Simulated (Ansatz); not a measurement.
An input for Ansatz 0.2.0 (TiO2 (Anatase)):

```yaml
crystal:
  lattice:
    - [-1.8921, 1.8921, 4.6859405]
    - [1.8921, -1.8921, 4.6859405]
    - [1.8921, 1.8921, -4.6859405]
  atoms:
    - { symbol: Ti, position: [0.0, 0.0, 0.0] }
    - { symbol: Ti, position: [0.75, 0.25, 0.5] }
    - { symbol: O, position: [0.2107238744, 0.2107238744, 0.0] }
    - { symbol: O, position: [0.9607238744, 0.4607238744, 0.5] }
    - { symbol: O, position: [0.5392761256, 0.0392761256, 0.5] }
    - { symbol: O, position: [0.7892761256, 0.7892761256, 0.0] }
kpoints:
  mp_grid: { grid: [6, 6, 6] }
hamiltonian:
  xc: pbe
scf:
  occupations: { method: fixed }
gw:
  n_empty_bands: 256
  ecut_chi: 140
  qp_bands: [v2, c2]
  qp_kpoints: band_edges
  screening: { model: contour_deformation }
```

```sh
ansatz run input.yaml --threads 3 --pin off --max-ram 92160MiB --backend cuda --events-out ev --progress --plain --runs-dir out --devices 1 --max-vram 13GiB  # rebuilt from the run's record
```

Estimate wall time and host memory on 1 × NVIDIA H100 80GB HBM3 (shared by 6 runs) with 3 threads of AMD EPYC 7R13 (Zen 3), shared host.

It took 60 s; on shared hardware allow 30 s to 2 min. Peak host memory was 1.6 GiB. The sizes that set the cost: 1299 plane waves a state, 30 irreducible k points, 280 bands summed, 269 plane waves in the screening and 6 SCF cycles.

The screening grows as filled bands × empty bands × pairs of k points, times the square of the screening basis for the matrix.

[Paths, hosts, dates, memory and timing lines, banners, echoed tables and standing remarks are left out of the program output.]

[Logs are printed without paths, hosts, clocks, repeated set-up lines and the standing remarks that a program may print on its own settings, such as how far it seeks lower states.]

[Runs of the session that timed out or met a known fault of the program may be left out.]

[Cells called generated may have been cut or substituted from an entry of the Crystallography Open Database or the Materials Project.]

[Hosts, paths, dates, database ids (printed as entryN), source tags and the programs' standing remarks are cut or masked in the printed files.]
